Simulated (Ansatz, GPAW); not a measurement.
# Work function of a 3-layer slab of Pd(100) at several levels, part 2 of 2

How far do functional and basis move the work function of a 3-layer slab of Pd(100)?

GPAW 26.7.0 and Ansatz 0.2.0; GPAW, PAW setups; slab in vacuum (the session's first sound run).

So far, upper work function (eV): step 2 (relaxation, PBE, GPAW) 5.09; step 5 (self-consistent run: xc = "RPBE") 4.90; step 6 (OptPBE vdW: xc = "optPBE-vdW", GPAW, PAW setups, GPAW) 5.27; step 7 (real-space grid: mode = "fd", PBE, GPAW) 5.09; step 8 (atomic orbitals: mode = "lcao", PBE, GPAW) 5.11.

## (10) A second plane-wave code

A second program with its own datasets checks the number independently.

This step: Ansatz plane waves; slab in vacuum with a dipole correction; PAW set soft_1 (Ansatz 0.2.0).

input.yaml

```yaml
crystal:
  lattice:
    - [2.7506453788, 0.0, 0.0]
    - [0.0, 2.7506453788, 0.0]
    - [0.0, 0.0, 17.89]
  atoms:
    - { symbol: Pd, position: [0.0, 0.0, 0.3912800447] }
    - { symbol: Pd, position: [0.4999990223, 0.4999990223, 0.5019994724] }
    - { symbol: Pd, position: [0.0, 0.0, 0.6126435481] }
kpoints:
  mp_grid: { grid: [11, 11, 1] }
hamiltonian:
  xc: pbe
  pseudopotentials: { kind: paw, azcp: { folder: soft_1 } }
scf:
  occupations: { method: fermi_dirac, width: 0.1 }
efield:
  axis: 3
  dipole_correction: true
  ramp_width: 0.05
output:
  forces: true
  write_potential: true
  write_density: true
  volumetric_format: npy
  elf: true
```

The run is started by

```bash
$ ansatz run input.yaml --threads 4 --pin off --max-ram 8192MiB --backend cpu --events-out ev --progress --plain --runs-dir out
```

Numbers of over 12 decimals in the logs are rounded to 6 here.

Output:

```text
Warning: the atoms were moved onto the symmetric positions of the space group found under crystal.symmetry.tolerance 1.0e-5 (fractional; no operation is sought that the atoms, as they stand in a round, miss by more than twice it, and no atom is moved by as much as it), and the run uses the moved positions. Before a round's move an operation carried an atom to 5.07e-6 Å from where it should land, the largest such dist [...]
Engine: ansatz 0.2.0, aarch64-unknown-linux-gnu
Pseudopotentials: kind: paw
Pseudopotential: Pd, paw, valence charge 18, recommended cutoff 420 eV (normal), soft_1/Pd.paw.azcp
Functional definition: PBE
  parameter kappa = 0.804
  parameter beta = 0.066725
  exchange = pbe_x(kappa = kappa, mu = beta*pi^2/3)
  correlation = pbe_c(beta = beta)
Crystal: 3 atoms, lattice volume = 135.357 Å³
Basis set: ecut = 420 eV, 2695 PW (Γ), exchange–correlation on 40×40×240 points (8 copies of the dense FFT grid, shifted against one another)
Bands: 33, of which v1, the nominal top of the filled ones, is band 27 counted from 1 (26 counted from 0)
Symmetry: 8 space group operations
Space group: P4mm (ITA 99), of the structure as read, at distance tolerance 5.1e-5 Å
k-points: 21 of 121
Non-local potential: Pd, projectors of the file, l = 0: 2, l = 1: 2, l = 2: 2, l = 3: 1
PAW form: soft (Blöchl's): semilocal exchange-correlation on the pseudo side does not see the compensation charge
PAW one-centre angular grid: Pd, 590 points (default); XC on 64 Gauss nodes
Initial density: superposition of atomic densities (neutral atoms: chi_scale 0, normalization atom)
Initial wavefunctions: pseudopotential atomic-orbital guess
Functional: x = pbe(κ = 0.804, μ = 0.219515), c = pbe(β = 0.066725)
SCF iter   1: F=—  HF=-20920.212695 eV  |F-HF|=—  |Δ(HF+E_count)|=         —  Δρ=9.28e-2  dr2=1.44e1  ethr=3.10e-3  p=-0.000 e·Å  D=-2.67e-8 V/Å  ΔV_dip=0.00 eV  dr2_dipole=1.13e-5  V_vac-E_F(+/−)=2.72/2.72 eV  ⟨swp⟩=6.6  Hψ=2876  notcnv=0
efield: sawtooth ramp at fractional position 0.9770 (placed from the atoms, in the widest stretch of the axis that holds none; the zero of the levels goes with the place), width 0.0500; the density the first Hamiltonian is built on has a dipole p = -0.000 e·Å; the dipole correction subtracts the counter field D = -2.67e-8 V/Å, which shifts the + side's vacuum level by +0.00 eV against the − side's; the planar-averaged density in the ramp window peaks in size at 1.1e-6 e/Å³
preconditioner: auto → LDOS  [metal: Δε(μ)=0.034 eV  Ē_g=5.974 eV  σ=0.100 eV  W_gap=0.09  n_scr=24 (ndim 8)  ℏωp=17.5 eV  f_vac=0.604  D(μ)=6.22/eV (n_scr^D=60)  β→1.0]
SCF iter   2: F=—  HF=-20920.065021 eV  |F-HF|=—  |Δ(HF+E_count)|=   1.48e-1  Δρ=9.49e-2  dr2=1.06e1  ethr=3.10e-3  p=0.000 e·Å  D=6.56e-5 V/Å  ΔV_dip=-0.00 eV  dr2_dipole=2.85e-5  V_vac-E_F(+/−)=5.22/5.22 eV  ⟨swp⟩=3.1  Hψ=1965  notcnv=0  defer=5
SCF iter   3: F=—  HF=-20917.370689 eV  |F-HF|=—  |Δ(HF+E_count)|=    2.69e0  Δρ=1.12e-2  dr2=1.91e-1  ethr=3.10e-3  p=0.000 e·Å  D=2.15e-4 V/Å  ΔV_dip=-0.00 eV  dr2_dipole=3.29e-7  V_vac-E_F(+/−)=5.13/5.14 eV  ⟨swp⟩=3.1  Hψ=1868  notcnv=0  defer=9
SCF iter   4: F=—  HF=-20917.380056 eV  |F-HF|=—  |Δ(HF+E_count)|=   9.37e-3  Δρ=4.41e-3  dr2=1.36e-1  ethr=3.53e-4  p=0.000 e·Å  D=1.41e-4 V/Å  ΔV_dip=-0.00 eV  dr2_dipole=1.66e-5  V_vac-E_F(+/−)=4.94/4.94 eV  ⟨swp⟩=2.1  Hψ=1232  notcnv=0  defer=8
SCF iter   5: F=—  HF=-20917.375373 eV  |F-HF|=—  |Δ(HF+E_count)|=   4.68e-3  Δρ=2.82e-3  dr2=5.41e-2  ethr=2.52e-4  p=0.000 e·Å  D=2.99e-5 V/Å  ΔV_dip=-0.00 eV  dr2_dipole=1.19e-6  V_vac-E_F(+/−)=4.98/4.98 eV  ⟨swp⟩=1.7  Hψ=710  notcnv=0  defer=8
SCF iter   6: F=—  HF=-20917.373075 eV  |F-HF|=—  |Δ(HF+E_count)|=   2.30e-3  Δρ=1.20e-3  dr2=8.65e-3  ethr=1.00e-4  p=0.000 e·Å  D=4.43e-5 V/Å  ΔV_dip=-0.00 eV  dr2_dipole=5.09e-6  V_vac-E_F(+/−)=5.04/5.04 eV  ⟨swp⟩=1.8  Hψ=716  notcnv=0  defer=8
SCF iter   7: F=—  HF=-20917.372532 eV  |F-HF|=—  |Δ(HF+E_count)|=   5.43e-4  Δρ=3.35e-4  dr2=2.78e-4  ethr=1.60e-5  p=-0.000 e·Å  D=-5.86e-5 V/Å  ΔV_dip=0.00 eV  dr2_dipole=2.62e-6  V_vac-E_F(+/−)=5.08/5.08 eV  ⟨swp⟩=2.0  Hψ=988  notcnv=0  defer=8
SCF iter   8: F=—  HF=-20917.372575 eV  |F-HF|=—  |Δ(HF+E_count)|=   4.26e-5  Δρ=1.10e-4  dr2=2.28e-5  ethr=5.15e-7  p=-0.000 e·Å  D=-4.09e-5 V/Å  ΔV_dip=0.00 eV  dr2_dipole=1.81e-7  V_vac-E_F(+/−)=5.09/5.09 eV  ⟨swp⟩=2.0  Hψ=1059  notcnv=0  defer=8
SCF iter   9: F=—  HF=-20917.372643 eV  |F-HF|=—  |Δ(HF+E_count)|=   6.87e-5  Δρ=2.85e-5  dr2=1.25e-6  ethr=4.22e-8  p=-0.000 e·Å  D=-8.65e-6 V/Å  ΔV_dip=0.00 eV  dr2_dipole=5.78e-9  V_vac-E_F(+/−)=5.09/5.09 eV  ⟨swp⟩=2.0  Hψ=1016  notcnv=0  defer=8
SCF iter  10: F=—  HF=-20917.372644 eV  |F-HF|=—  |Δ(HF+E_count)|=   9.06e-7  Δρ=9.00e-6  dr2=1.31e-7  ethr=2.31e-9  p=-0.000 e·Å  D=-2.07e-5 V/Å  ΔV_dip=0.00 eV  dr2_dipole=1.11e-8  V_vac-E_F(+/−)=5.09/5.09 eV  ⟨swp⟩=2.0  Hψ=1007  notcnv=0  defer=8
SCF iter  11: F=-20917.372644 eV  HF=-20917.372644 eV  |F-HF|=2.63e-9  |Δ(HF+E_count)|=   1.23e-7  Δρ=2.78e-6  dr2=1.54e-8  ethr=1.85e-10  p=-0.000 e·Å  D=-4.22e-6 V/Å  ΔV_dip=0.00 eV  dr2_dipole=4.46e-10  V_vac-E_F(+/−)=5.09/5.09 eV  ⟨swp⟩=16.1  Hψ=5552  notcnv=0
SCF 1 converged in 11 iterations: F = -20917.372644 eV  dr2 = 1.54e-8
  greatest PAW one-centre occupation: 0.999 electrons in one spin orbital (limit 2), on the Pd atom at site 2 (counted from 0), in its partial waves of l = 0
WARN: The input density's exchange-correlation potential varies sharply where the density is thin. Do not read a vacuum level from v_tot or v_xc, or from such a field of the output density. On a cell that repeats whose density bears no net charge and no dipole along the vacuum's axis use v_es (v_loc + v_h of the components); under efield.dipole_correction with no amplitude use v_es + v_field, which holds any external [...]
SCF converged after 11 iterations
Free energy (F): -20917.372644 eV
Harris-Foulkes:  -20917.372644 eV  (|F-HF|=2.63e-9)
Internal energy: -20917.171563 eV  (E = F + TS)
E sigma→0 (E₀):  -20917.272104 eV
Entropy (-TS):   -0.201081 eV (-67.027 meV/atom)
Fermi energy:    3.004395 eV
Dipole field:    D = -0.000039 V/Å  (p = -0.000029 e·Å, saw-weighted, corrected)
Work function:   Φ+ = 5.0902 eV   Φ− = 5.0895 eV
Levels:          The Fermi level and band energies are counted from a zero that moves with the ramp; work functions are not
--- Per-component energies (eV) ---
  E_band       = -1296.284537
  E_kinetic    = 1345.063185
  E_local      = -53786.693651  (includes V_loc(G=0)·N_el)
  E_nonlocal   = 1114.033842
  E_hartree    = 25917.824396
  E_xc         = -412.641973
  E_vxc        = -521.392724  (∫ρ·V_xc dr)
  E_paw        = -11434.374462  (= ΣΔE_a)
  E_vpaw       = -1282.935369  (= ΣTr[D̂ρ^β])
  E_aug_tail   = 0.000718  (compensation charges beyond the density's cutoff)
  E_efield     = 0.000000  (sawtooth field / dipole correction)
  E_vefield    = 0.000000  (∫n·V_field dr)
  E_ewald      = 16339.616381
  E_smearing   = -0.201081  (= −TS)
  E_closure    = -0.000000  (closes the sum)
  Σ components = -20917.372644   (vs F -20917.372644, Δ=0.00e0)
--- Forces (eV/Å), atoms counted from 1 ---
  atom   1  Pd     0.00000000     0.00000000     0.00950197
  atom   2  Pd     0.00000000     0.00000000    -0.00618397
  atom   3  Pd     0.00000000     0.00000000    -0.00342851
  max |Σ_I F_I| component: 1.11e-4 eV/Å
--- Band table (eV; the first three rows and the last of 21) ---
  k-point 0: bands = [... 23 lower, 2.0908, 2.1936, 2.7468, 3.0103, 3.0432, 3.0432, 3.5403, 5.4302, ... 2 higher]
  k-point 1: bands = [... 23 lower, 1.8706, 2.3164, 2.5972, 2.7159, 2.9253, 3.0947, 3.9133, 5.9313, ... 2 higher]
  k-point 2: bands = [... 23 lower, 1.8165, 2.2953, 2.3397, 2.4964, 2.7986, 3.1089, 4.6716, 6.9433, ... 2 higher]
  k-point 20: bands = [... 23 lower, 2.7624, 3.2190, 3.4813, 3.5429, 7.3611, 8.2249, 10.0876, 11.1473, ... 2 higher]
```

Run time: 2.8 s. Hardware: 4 threads of Arm Neoverse V2, shared host; peak memory 0.4 GiB.

The column dr2 measures how far the density is from self-consistency, as an energy; F and HF (Harris–Foulkes) agree once it is small.

Numbers from this step:

| Quantity | Value |
| --- | --- |
| free energy | -20917.3726 eV |
| smearing term TS | 0.2011 eV |
| symmetry operations | 8 |
| upper work function | 5.090 eV |
| lower work function | 5.089 eV |
| dipole along the normal | -2.90e-5 e·Å |
| dipole field | -3.88e-5 V/Å |
| vacuum level above | 8.095 eV |
| vacuum level below | 8.094 eV |

Electrostatic potential energy of an electron (with the applied field's), less the Fermi level, planar mean against z:

z (Å), electrostatic potential energy of an electron (with the applied field's), less the Fermi level, planar mean (eV) and a bar from the least value:
```
      0.0        5.1 ##############################
      0.5        5.1 ##############################
      1.0        5.1 ##############################
      1.5        5.1 ##############################
      2.0        5.1 ##############################
      2.5        5.1 ##############################
      3.0        5.1 ##############################
      3.5        5.1 ##############################
      4.0        5.1 ##############################
      4.5        5.0 ##############################
      5.0        4.9 ##############################
      5.5        4.3 #############################
      6.0        1.7 #########################
      6.5       -8.4 ###########
      7.0      -15.8 
      7.5       -8.6 ##########
      8.0       -1.0 #####################
      8.5       -9.2 #########
      9.0      -15.7 
      9.5       -8.4 ###########
     10.0       -0.9 #####################
     10.5       -9.4 #########
     11.0      -15.6 
     11.5       -7.4 ############
     12.0        2.1 ##########################
     12.5        4.3 #############################
     13.0        4.9 ##############################
     13.5        5.0 ##############################
     14.0        5.1 ##############################
     14.5        5.1 ##############################
     15.0        5.1 ##############################
     15.5        5.1 ##############################
     16.0        5.1 ##############################
     16.5        5.1 ##############################
     17.0        5.1 ##############################
     17.5        5.1 ##############################
```

Valence density, planar mean against z:

```csv
z (Å),"valence density, planar mean (e/Å³)"
3.5,1.6e-4
4.0,5.9e-4
4.5,0.00224
5.0,0.00864
5.5,0.0341
6.0,0.161
6.5,1.05
7.0,2.28
7.5,1.09
8.0,0.355
8.5,1.12
9.0,2.27
9.5,1.01
10.0,0.351
10.5,1.21
11.0,2.25
11.5,0.917
12.0,0.141
12.5,0.0306
13.0,0.00769
13.5,0.00203
14.0,5.4e-4
14.5,1.4e-4
```

Electrostatic potential energy in the ca plane at fractional y = 1.000, with atoms of Pd within 0.2 Å of it. With pseudopotentials it is smooth inside the atoms' cores, unlike the true potential.

Ten even steps from '0' (-52 eV) to '9' (8 eV), each cell a mean:
```
99999999999999950016999984002799999999999999
99999999999999973247999996325899999999999999
99999999999999997679999998778999999999999999
99999999999999999999999999999999999999999999
99999999999999998889999999888999999999999999
99999999999999985458999997446899999999999999
99999999999999961026999985103799999999999999
99999999999999840005999983001699999999999999
```
Columns run along c (17.9 Å; values clipped at the 3rd and 97th percentile), rows up along a (2.8 Å). Atoms in or near the plane, at fractional coordinates: Pd at (0.39, 0.00), Pd at (0.61, 0.00).

Valence density in the ca plane at fractional y = 1.000, with atoms of Pd within 0.2 Å of it. It is the smooth field of the valence electrons, not physical close to the nuclei.

Ten steps, logarithmic in the rise over the least value, from '0' (0 e/Å³) to '9' (16 e/Å³), each cell a mean:
```
00000000000000258985211126997410000000000000
00000000000000136763211124775210000000000000
00000000000000023432112112343100000000000000
00000000000000012221122211221100000000000000
00000000000000012322122112232100000000000000
00000000000000135653111123564200000000000000
00000000000000147874211125887310000000000000
00000000000000269985211137998410000000000000
```
Columns run along c (17.9 Å), rows up along a (2.8 Å). Atoms in or near the plane, at fractional coordinates: Pd at (0.39, 0.00), Pd at (0.61, 0.00).

ELF in the ca plane at fractional y = 1.000, with atoms of Pd within 0.2 Å of it. It is the smooth field of the valence electrons, not physical close to the nuclei.

Ten even steps from '0' (0.00) to '9' (0.43), each cell a mean:
```
00000000000012498688433359769832100000000000
00000000000012379996433447999531000000000000
00000000000012346654444444675421000000000000
00000000000011344444444444444321000000000000
00000000000012345544444444454421000000000000
00000000000012368875444446887531000000000000
00000000000012489797433359879732100000000000
00000000000012597579433359659842100000000000
```
Columns run along c (17.9 Å), rows up along a (2.8 Å). Atoms in or near the plane, at fractional coordinates: Pd at (0.39, 0.00), Pd at (0.61, 0.00).

The upper face's work function is 5.090 eV, against 5.087 eV in the first plane-wave PBE run at this geometry.

## (11) Side by side

Results and costs are gathered.

This step: comparison of work functions, dipole and cost; PAW set soft_1 (GPAW 26.7.0).

Ladder, by row:

```csv
step,code,"work function, upper (eV)","work function, lower (eV)",dipole (e Å),wall time (s),peak memory (GiB),threads
pw,GPAW,5.087,5.087,-4.41e-6,42.69,0.18,1
LDA,GPAW,5.495,5.494,-1.24e-5,40.72,0.18,1
RPBE,GPAW,4.899,4.897,-3.93e-5,45.6,0.18,1
optPBE-vdW,GPAW,5.271,5.269,-7.43e-5,47.95,0.28,1
fd,GPAW,5.086,5.085,-5.42e-6,297.2,0.7,1
lcao,GPAW,5.108,5.108,-2.18e-6,898.7,0.35,1
ansatz,Ansatz,5.09,5.089,-2.90e-5,2.79,0.404,4
```

## (12) A changed run

One more run, with changed settings.

This step: GPAW, PAW setups; slab in vacuum (GPAW 26.7.0).

run.py

```python
import json
import numpy as np
from ase import Atoms
from gpaw import GPAW, PW
from gpaw.external import ConstantElectricField

slab = Atoms(
    ['Pd', 'Pd', 'Pd'],
    positions=[
        [0.00000, 0.00000, 7.00000],
        [1.37532, 1.37532, 8.98077],
        [-0.00000, 0.00000, 10.96019]],
    cell=[[2.75065, 0.0, 0.0], [0.0, 2.75065, 0.0], [0.0, 0.0, 17.89]],
    pbc=[True, True, False])

slab.calc = GPAW(mode=PW(400), xc='PBE', kpts={'size': (11, 11, 1), 'gamma': True},
                 occupations={'name': 'fermi-dirac', 'width': 0.1}, nbands='160%',
                 convergence={'density': 1e-05}, maxiter=100,
                 poissonsolver={'dipolelayer': 'xy'},
                 external=ConstantElectricField(1.5, [0, 0, 1]),
                 symmetry={'tolerance': 1e-3}, txt='slab.txt')
result = {}
energy = slab.get_potential_energy()
fermi = slab.calc.get_fermi_level()
v = slab.calc.get_electrostatic_potential().mean((0, 1)) - fermi
n = slab.calc.get_pseudo_density().mean((0, 1))
L = slab.cell[2, 2]
z = np.arange(len(v)) * L / len(v)
low, high = slab.positions[:, 2].min(), slab.positions[:, 2].max()
below, above = np.interp([low - 4.8, high + 4.8], z, v)
slopes = [np.interp(x, z, np.gradient(v, z)) for x in (low - 4.8, high + 4.8)]
eps = np.array([[slab.calc.get_eigenvalues(k, s) for k in range(len(slab.calc.get_ibz_k_points()))]
                for s in range(slab.calc.get_number_of_spins())]) - fermi
top, bottom = eps[eps < 0].max(), eps[eps > 0].min()
dipole = slab.get_dipole_moment()[2]
print(f'energy {energy:.4f} eV, Fermi level {fermi:.4f} eV, dipole {dipole:.5f} e A')
print(f'potential 4.8 A off the faces, from the Fermi level: lower {below:.4f} eV, upper {above:.4f} eV')
print(f'slope of the potential there: lower {slopes[0]:.5f}, upper {slopes[1]:.5f} eV/A')
print(f'nearest levels on the mesh: {top:.4f} and {bottom:.4f} eV')
print('magnetic moment', round(slab.get_magnetic_moment(), 3))
result.update(energy=energy, fermi=fermi, dipole=dipole, below=below, above=above, slopes=slopes, edges=[top, bottom],
              z=z.tolist(), v=v.tolist(), n=n.tolist(), positions=slab.positions.tolist(),
              forces=slab.get_forces(apply_constraint=False).tolist(), moments=slab.get_magnetic_moments().tolist())
json.dump(result, open('result.json', 'w'))
```

The run is started by

```bash
$ OMP_NUM_THREADS=1 OPENBLAS_NUM_THREADS=1 python run.py
```

Output:

```text
energy -10.4138 eV, Fermi level -0.5335 eV, dipole 0.47001 e A
potential 4.8 A off the faces, from the Fermi level: lower 11.0923 eV, upper -0.0544 eV
slope of the potential there: lower -0.10965, upper 0.00340 eV/A
nearest levels on the mesh: -0.0182 and 0.0001 eV
magnetic moment 0.0
```

Wall time 2.6 min (1 thread); peak memory 0.28 GiB.

The run finished. A setting was moved off its sound value on purpose, so it serves as a test and not as the result.

The fault put into the input: a field far too strong (field = 1.5).

Side by side:

```csv
quantity,this run,sound run,difference
dipole along the normal (e·Å),0.47001,-4.413e-6,0.470
```

One result that differs is the dipole along the normal, 0.470 e·Å against -4.4e-6 e·Å.

## (13) What came out

```
work function, both faces : 5.09 eV
dipole along the normal   : -4.4e-6 e Å, near the numerical noise
```

What this shows: With plane waves and PBE the work function is 5.09 eV on the upper face and 5.09 eV on the lower. Over the sound runs of the table the upper face's work function spans 4.899 (RPBE) to 5.495 eV (LDA). The two plane-wave codes differ by 0.0030 eV on the upper face. The slab is only 4.0 Å thick between its outer nuclei, so the values belong to this film more than to the surface of the bulk metal. The in-plane lattice was kept as typed, which isn't the functional's own and leaves some strain; spin-orbit coupling and temperature are left out.

[Logs are printed without paths, hosts, clocks, repeated set-up lines and the standing remarks that a program may print on its own settings, such as how far it seeks lower states.]

[Hosts, paths, dates, database ids (printed as entryN), source tags and the programs' standing remarks are cut or masked in the printed files.]
